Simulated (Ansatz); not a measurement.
## W(100) with 4 thermally displaced layers, 2x2: scattering by thermal displacements

Aim: the resistivity of W at 180 K from frozen thermal displacements between perfect leads.

Calculated with Ansatz 0.2.0; Ansatz plane-wave DFT, PBE, PAW files; ballistic transport by layer matching (Landauer), zero bias; PAW set soft_1.

### Step 1. The starting structure

The cell holds 56 atoms: 56 W. Cell: a = 6.330 Å, b = 6.330 Å, c = 22.154 Å, α = 90.0°, β = 90.0°, γ = 90.0°. It derives from W. Regions: lead, 40 atoms (40 W); scattering region, 16 atoms (16 W). The structure is stacked along c, and the current runs across the ab planes.

### Step 2. With 4 displaced layers

Each atom of 4 layers is moved at random, by amounts drawn from a normal law 0.0317 Å wide in each direction from the Debye model (400 K) at 180 K. The layers about the cell's end stay perfect and serve as the lead. Disorder leaves little or no symmetry, which makes such runs dear. Energies from -0.05 to 0.05 eV in steps of 0.05 eV are too few for the program's thermal sum, so it prints no conductance; for a metal the transmission near the Fermi level serves, at a fraction of the cost.

input.yaml

```yaml
crystal:
  lattice:
    - [6.3296, 0.0, 0.0]
    - [0.0, 6.3296, 0.0]
    - [0.0, 0.0, 22.1536]
  atoms:
    - { symbol: W, position: [0.0, 0.0, 0.0357142857] }
    - { symbol: W, position: [0.0, 0.5, 0.0357142857] }
    - { symbol: W, position: [0.5, 0.0, 0.0357142857] }
    - { symbol: W, position: [0.5, 0.5, 0.0357142857] }
    - { symbol: W, position: [0.25, 0.25, 0.1071428571] }
    - { symbol: W, position: [0.25, 0.75, 0.1071428571] }
    - { symbol: W, position: [0.75, 0.25, 0.1071428571] }
    - { symbol: W, position: [0.75, 0.75, 0.1071428571] }
    - { symbol: W, position: [0.0, 0.0, 0.1785714286] }
    - { symbol: W, position: [0.0, 0.5, 0.1785714286] }
    - { symbol: W, position: [0.5, 0.0, 0.1785714286] }
    - { symbol: W, position: [0.5, 0.5, 0.1785714286] }
    - { symbol: W, position: [0.25, 0.25, 0.25] }
    - { symbol: W, position: [0.25, 0.75, 0.25] }
    - { symbol: W, position: [0.75, 0.25, 0.25] }
    - { symbol: W, position: [0.75, 0.75, 0.25] }
    - { symbol: W, position: [0.0, 0.0, 0.3214285714] }
    - { symbol: W, position: [0.0, 0.5, 0.3214285714] }
    - { symbol: W, position: [0.5, 0.0, 0.3214285714] }
    - { symbol: W, position: [0.5, 0.5, 0.3214285714] }
    - { symbol: W, position: [0.2506303851, 0.2493376538, 0.3937745559] }
    - { symbol: W, position: [0.2505259473, 0.7473142655, 0.3933751321] }
    - { symbol: W, position: [0.7565379843, 0.2547484664, 0.3918490338] }
    - { symbol: W, position: [0.7436554406, 0.7468750318, 0.3929163428] }
    - { symbol: W, position: [0.9883427805, 0.9989030242, 0.4625009321] }
    - { symbol: W, position: [0.9963285642, 0.497271199, 0.4638326106] }
    - { symbol: W, position: [0.5020638297, 0.0052269446, 0.4641015869] }
    - { symbol: W, position: [0.5068511629, 0.4966648526, 0.4647892566] }
    - { symbol: W, position: [0.2545298111, 0.2504713581, 0.5346492142] }
    - { symbol: W, position: [0.2453786612, 0.7477050582, 0.5360297178] }
    - { symbol: W, position: [0.744937985, 0.2489512373, 0.535486194] }
    - { symbol: W, position: [0.752711687, 0.7510762561, 0.5362233613] }
    - { symbol: W, position: [0.9967218397, 0.9993501443, 0.6082659113] }
    - { symbol: W, position: [0.0074877523, 0.493687308, 0.6093115709] }
    - { symbol: W, position: [0.5067479387, 0.0039173324, 0.607521693] }
    - { symbol: W, position: [0.4984260565, 0.5073102117, 0.6099509504] }
    - { symbol: W, position: [0.25, 0.25, 0.6785714286] }
    - { symbol: W, position: [0.25, 0.75, 0.6785714286] }
    - { symbol: W, position: [0.75, 0.25, 0.6785714286] }
    - { symbol: W, position: [0.75, 0.75, 0.6785714286] }
    - { symbol: W, position: [0.0, 0.0, 0.75] }
    - { symbol: W, position: [0.0, 0.5, 0.75] }
    - { symbol: W, position: [0.5, 0.0, 0.75] }
    - { symbol: W, position: [0.5, 0.5, 0.75] }
    - { symbol: W, position: [0.25, 0.25, 0.8214285714] }
    - { symbol: W, position: [0.25, 0.75, 0.8214285714] }
    - { symbol: W, position: [0.75, 0.25, 0.8214285714] }
    - { symbol: W, position: [0.75, 0.75, 0.8214285714] }
    - { symbol: W, position: [0.0, 0.0, 0.8928571429] }
    - { symbol: W, position: [0.0, 0.5, 0.8928571429] }
    - { symbol: W, position: [0.5, 0.0, 0.8928571429] }
    - { symbol: W, position: [0.5, 0.5, 0.8928571429] }
    - { symbol: W, position: [0.25, 0.25, 0.9642857143] }
    - { symbol: W, position: [0.25, 0.75, 0.9642857143] }
    - { symbol: W, position: [0.75, 0.25, 0.9642857143] }
    - { symbol: W, position: [0.75, 0.75, 0.9642857143] }
kpoints:
  mp_grid: { grid: [4, 4, 1] }
hamiltonian:
  xc: pbe
  pseudopotentials: { kind: paw, azcp: { folder: soft_1 } }
scf:
  occupations: { method: fermi_dirac, width: 0.1 }
output:
  transmission: { leads: [[0, 4]], kmesh: [8, 8], e_range: [-0.05, 0.05], de: 0.05 }
  write_potential: true
  write_density: true
  volumetric_format: npy
  elf: true
```

Command:

```sh
$ ansatz run input.yaml --threads 4 --pin off --max-ram 15360MiB --backend cpu --events-out ev --progress --plain --runs-dir out
```

Numbers of over 12 decimals in the logs are rounded to 6 here.

Log:

```text
Engine: ansatz 0.2.0, aarch64-unknown-linux-gnu
Pseudopotentials: kind: paw
Pseudopotential: W, paw, valence charge 14, recommended cutoff 420 eV (normal), soft_1/W.paw.azcp
Functional definition: PBE
  parameter kappa = 0.804
  parameter beta = 0.066725
  exchange = pbe_x(kappa = kappa, mu = beta*pi^2/3)
  correlation = pbe_c(beta = beta)
Crystal: 56 atoms, lattice volume = 887.558 Å³
Basis set: ecut = 420 eV, 17351 PW (Γ)
Bands: 471, of which v1, the nominal top of the filled ones, is band 392 counted from 1 (391 counted from 0)
Symmetry: 1 space group operations
Space group: P1 (ITA 1), of the structure as read, at distance tolerance 9.6e-5 Å
k-points: 10 of 16 (time reversal used)
Non-local potential: W, projectors of the file, l = 0: 3, l = 1: 2, l = 2: 2, l = 3: 1
PAW form: soft (Blöchl's): semilocal exchange-correlation on the pseudo side does not see the compensation charge
PAW one-centre angular grid: W, 590 points (default); XC on 64 Gauss nodes
Initial density: superposition of atomic densities (chi_scale 0.1, normalization cell)
Initial wavefunctions: pseudopotential atomic-orbital guess
Functional: x = pbe(κ = 0.804, μ = 0.219515), c = pbe(β = 0.066725)
SCF iter   1: F=—  HF=-581622.032604 eV  |F-HF|=—  |Δ(HF+E_count)|=         —  Δρ=6.31e-2  dr2=3.05e1  ethr=3.10e-3  ⟨swp⟩=5.1  Hψ=17000  notcnv=0
preconditioner: auto → Kerker (q_TF=auto, 2.672 Å⁻¹)  [metal: Δε(μ)=0.007 eV  Ē_g=5.403 eV  σ=0.100 eV  W_gap=0.02  n_scr=294 (ndim 8)  ℏωp=22.8 eV  f_vac=0.000  D(μ)=25.73/eV (n_scr^D=188)]
SCF iter   2: F=—  HF=-581614.855577 eV  |F-HF|=—  |Δ(HF+E_count)|=    7.18e0  Δρ=3.77e-2  dr2=1.05e1  ethr=3.10e-3  ⟨swp⟩=2.0  Hψ=6035  notcnv=0  defer=10
SCF iter   3: F=—  HF=-581611.249139 eV  |F-HF|=—  |Δ(HF+E_count)|=    3.61e0  Δρ=2.96e-3  dr2=3.19e-2  ethr=1.34e-3  ⟨swp⟩=2.0  Hψ=8527  notcnv=0  defer=10
SCF iter   4: F=—  HF=-581611.266038 eV  |F-HF|=—  |Δ(HF+E_count)|=   1.69e-2  Δρ=3.09e-4  dr2=4.42e-4  ethr=4.07e-6  ⟨swp⟩=2.4  Hψ=9233  notcnv=0
SCF iter   5: F=—  HF=-581611.266228 eV  |F-HF|=—  |Δ(HF+E_count)|=   1.90e-4  Δρ=4.74e-5  dr2=3.04e-5  ethr=5.64e-8  ⟨swp⟩=2.1  Hψ=6717  notcnv=0
SCF iter   6: F=—  HF=-581611.265515 eV  |F-HF|=—  |Δ(HF+E_count)|=   7.13e-4  Δρ=7.09e-6  dr2=2.65e-6  ethr=3.88e-9  ⟨swp⟩=2.1  Hψ=5977  notcnv=0
SCF iter   7: F=—  HF=-581611.265515 eV  |F-HF|=—  |Δ(HF+E_count)|=   1.83e-7  Δρ=1.57e-6  dr2=1.06e-7  ethr=3.38e-10  ⟨swp⟩=1.9  Hψ=4894  notcnv=0
SCF iter   8: F=-581611.265515 eV  HF=-581611.265515 eV  |F-HF|=4.07e-9  |Δ(HF+E_count)|=   5.12e-9  Δρ=3.56e-7  dr2=4.33e-9  ethr=1.28e-11  ⟨swp⟩=7.3  Hψ=9970  notcnv=0
SCF 1 converged in 8 iterations: F = -581611.265515 eV  dr2 = 4.33e-9
  greatest PAW one-centre occupation: 0.999 electrons in one spin orbital (limit 2), on the W atom at site 22 (counted from 0), in its partial waves of l = 0
transmission: 99 of 952 steps passed
transmission: 192 of 952 steps passed
[...]
transmission: 952 of 952 steps passed
SCF converged after 8 iterations
Free energy (F): -581611.265515 eV
Harris-Foulkes:  -581611.265515 eV  (|F-HF|=4.07e-9)
Internal energy: -581610.287429 eV  (E = F + TS)
E sigma→0 (E₀):  -581610.776472 eV
Entropy (-TS):   -0.978086 eV (-17.466 meV/atom)
Fermi energy:    22.482807 eV
--- Per-component energies (eV) ---
  E_band       = -4714.416103
  E_kinetic    = 23622.202672
  E_local      = -30335.938407  (includes V_loc(G=0)·N_el)
  E_nonlocal   = -1426.788486
  E_hartree    = 12744.846674
  E_xc         = -14996.551993
  E_vxc        = -12961.991387  (∫ρ·V_xc dr)
  E_paw        = -480360.832405  (= ΣΔE_a)
  E_vpaw       = -9101.598585  (= ΣTr[D̂ρ^β])
  E_aug_tail   = 0.008256  (compensation charges beyond the density's cutoff)
  E_ewald      = -90857.233740
  E_smearing   = -0.978086  (= −TS)
  E_closure    = 0.000000  (closes the sum)
  Σ components = -581611.265515   (vs F -581611.265515, Δ=0.00e0)
--- Band table (eV; the first three rows and the last of 10) ---
  k-point 0: bands = [... 388 lower, 22.4002, 22.4009, 22.4036, 22.4085, 22.5349, 22.5552, 22.5808, 22.5863, ... 75 higher]
  k-point 1: bands = [... 388 lower, 22.1704, 22.1731, 22.3855, 22.3942, 22.4557, 22.4618, 22.5734, 22.5790, ... 75 higher]
  k-point 2: bands = [... 388 lower, 22.4144, 22.4495, 22.4643, 22.4770, 22.7236, 22.7498, 22.8618, 22.8780, ... 75 higher]
  k-point 9: bands = [... 388 lower, 21.7158, 21.7194, 21.7521, 21.7593, 22.5216, 22.5324, 22.5415, 22.5702, ... 75 higher]
--- Transmission ---
  basis      : 349 plane waves across, 28 finite elements along
  points     : 34, standing for a mesh of 8 x 8
  energies   : 3 from -0.050000 to 0.050000 eV about the Fermi level, 0.050000 eV apart; the leads are filled to 0.000000 eV, and channels, transmission and decay are at 0.000000 eV
  crystal 0  : W4, at the sites [0, 4], period 1.5824 Å, over 15.82 Å; its Hamiltonian steps by up to 2.4 meV
    offset         : up to 0.0000 Å between an atom of the period and one for which it stands
    channels       : 5.656250e0 a spin
    conductance    : none, the energies end too early or step too widely for 300 K: set another output.transmission.e_range or a lower de, or, where they end at an eighth of basis.ecutwfc, a higher one
    slowest decay  : 0.0295 /Å at (0.5000, 0.5000)
  junction   : crystal 0 to crystal 0, 0.70 to 21.27 Å
    transmission   : 5.375072e0 a spin
    conductance    : none, the energies end too early or step too widely for 300 K: set another output.transmission.e_range or a lower de, or, where they end at an eighth of basis.ecutwfc, a higher one
```

Run time: 17 min. Hardware: 4 threads of Arm Neoverse V1, shared host; peak memory 7.8 GiB.

Numbers from this step:

* free energy: -581611.2655 eV
* energy at zero smearing: -581610.7765 eV
* Fermi energy: 22.48 eV
* cell area: 40.06 Å²
* transmission per spin nearest the Fermi level: 5.375
* open channels per spin nearest the Fermi level: 5.656
* step of the lead's potential: 2.4 meV

Per spin. The transmission, zone mean by energy, zero at the Fermi level:

```tsv
energy (eV)	transmission, zone mean
-0.0500	5.05
0.0000	5.38
0.0500	5.32
```

Per spin. Open channels, zone mean, lead against energy, zero at the Fermi level:

```tsv
energy (eV)	open channels, zone mean, lead
-0.0500	5.28
0.0000	5.66
0.0500	5.53
```

Transmission over k1 and k2. At 0.0000 eV from the Fermi level.

Ten even steps from '_' (0.0) to '@' (13.7):
```
..__::::==::::__
..::..==**==..::
::::==%%@@%%==::
++==**@@@@@@**==
::::==%%@@%%==::
..::..==**==..::
..__::::==::::__
__....::++::....
```
Columns: k1 (b1) from -0.5 to 0.375; rows upwards: k2 (b2) from -0.5 to 0.375.

Open channels over k1 and k2. At 0.0000 eV from the Fermi level.

Ten even steps from '_' (0.0) to '@' (14.0):
```
..__::::++::::__
..::..++##++..::
::::++@@@@@@++::
++++##@@@@@@##++
::::++@@@@@@++::
..::..++##++..::
..__::::++::::__
__....::++::....
```
Columns: k1 (b1) from -0.5 to 0.375; rows upwards: k2 (b2) from -0.5 to 0.375.

Electrostatic potential energy in the ca plane at fractional y = 0.000, with atoms of W within 0.2 Å of it. With pseudopotentials it is smooth inside the atoms' cores, unlike the true potential.

Ten even steps from '0' (-24 eV) to '9' (23 eV), each cell a mean:
```
50001699830002799610003899610004898400016998
73114899963125899841026999841137999731148999
98678999997678999986578999986679999976789999
99999999999999999999999999999999999999999999
99999999999999999999999999999999999999999999
98668999997678999987678999986679999976689999
73114899962125899852126999731137999731148999
50001599830002799720003899600004898400016998
40000599730001699610002899500004898300006997
61002799851003799830015899720026999510027998
86446899985347999975458999975468999864479999
99889999999889999998899999998899999998899999
99999999999999999999999999999999999999999999
99889999998889999999999999998899999998899999
86446899985347999975468999974468999853469999
61002799851003799730016999720015999510027998
40000599730001699610003899500003898300006997
```
Columns run along c (16.0 Å, from fractional 0.14 to 0.86 of the cell; values clipped at the 3rd and 97th percentile), rows up along a (6.3 Å). Atoms in or near the plane, at fractional coordinates: W at (0.18, 0.00), W at (0.18, 0.50), W at (0.32, 0.00), W at (0.32, 0.50), W at (0.46, 0.99), W at (0.46, 0.50), W at (0.61, 0.00), W at (0.61, 0.51), W at (0.75, 0.00), W at (0.75, 0.50).

ELF in the ca plane at fractional y = 0.000, with atoms of W within 0.2 Å of it. It is the smooth field of the valence electrons, not physical close to the nuclei.

Values, 9 rows by 16 columns, each cell a mean:
```
0.45 0.49 0.35 0.41 0.53 0.34 0.38 0.54 0.33 0.33 0.55 0.37 0.34 0.53 0.40 0.35
0.33 0.31 0.46 0.37 0.28 0.45 0.39 0.28 0.43 0.43 0.27 0.40 0.45 0.28 0.37 0.46
0.37 0.34 0.45 0.41 0.31 0.45 0.43 0.30 0.45 0.45 0.29 0.43 0.45 0.31 0.41 0.45
0.42 0.45 0.39 0.38 0.49 0.36 0.36 0.52 0.35 0.35 0.53 0.36 0.37 0.49 0.38 0.39
0.45 0.46 0.28 0.42 0.46 0.29 0.38 0.46 0.32 0.32 0.47 0.37 0.29 0.46 0.42 0.28
0.35 0.36 0.44 0.35 0.38 0.41 0.36 0.39 0.38 0.38 0.37 0.36 0.41 0.39 0.35 0.44
0.42 0.39 0.44 0.45 0.35 0.45 0.46 0.34 0.46 0.46 0.34 0.46 0.45 0.36 0.45 0.44
0.32 0.31 0.46 0.34 0.30 0.43 0.37 0.27 0.41 0.40 0.29 0.37 0.43 0.31 0.34 0.46
0.46 0.47 0.30 0.42 0.49 0.31 0.38 0.52 0.31 0.32 0.51 0.38 0.31 0.49 0.42 0.30
```
Columns run along c (16.0 Å, from fractional 0.14 to 0.86 of the cell), rows up along a (6.3 Å). Atoms in or near the plane, at fractional coordinates: W at (0.18, 0.00), W at (0.18, 0.50), W at (0.32, 0.00), W at (0.32, 0.50), W at (0.46, 0.99), W at (0.46, 0.50), W at (0.61, 0.00), W at (0.61, 0.51), W at (0.75, 0.00), W at (0.75, 0.50).

Valence density in the ca plane at fractional y = 0.000, with atoms of W within 0.2 Å of it. It is the smooth field of the valence electrons, not physical close to the nuclei.

Ten even steps from '0' (0.3 e/Å³) to '9' (5.6 e/Å³), each cell a mean:
```
16995000027983000049981000059961000169940000
02441000003431000025630000014420000024410000
00000000000000000000100000000000000000000000
00000000000000000000000000000000000000000000
00000000000000000000000000000000000000000000
00000000000000000000000000000000000000000000
02442000003531000014530000025530000024410000
16995000027993000039982000059961000169940000
17996100028994000049992000069971000279950000
04773000015862000026751000036740000148730000
01110000001210000001110000001100000011100000
00000000000000000000000000000000000000000000
00000000000000000000000000000000000000000000
00000000000000000000000000000000000000000000
01210000001210000001100000001110000012100000
04773000015862000026740000037741000148730000
17996100028994000059982000059972000279950000
```
Columns run along c (16.0 Å, from fractional 0.14 to 0.86 of the cell), rows up along a (6.3 Å). Atoms in or near the plane, at fractional coordinates: W at (0.18, 0.00), W at (0.18, 0.50), W at (0.32, 0.00), W at (0.32, 0.50), W at (0.46, 0.99), W at (0.46, 0.50), W at (0.61, 0.00), W at (0.61, 0.51), W at (0.75, 0.00), W at (0.75, 0.50).

Over the solved energies the transmission per spin lies between 5.05 and 5.38, out of 5.49 channels of the lead on average (up to 5.66).

(Part 1 of 2 ends here.)

[Logs are printed without paths, hosts, clocks, repeated set-up lines and the standing remarks that a program may print on its own settings, such as how far it seeks lower states.]

[Hosts, paths, dates, database ids (printed as entryN), source tags and the programs' standing remarks are cut or masked in the printed files.]
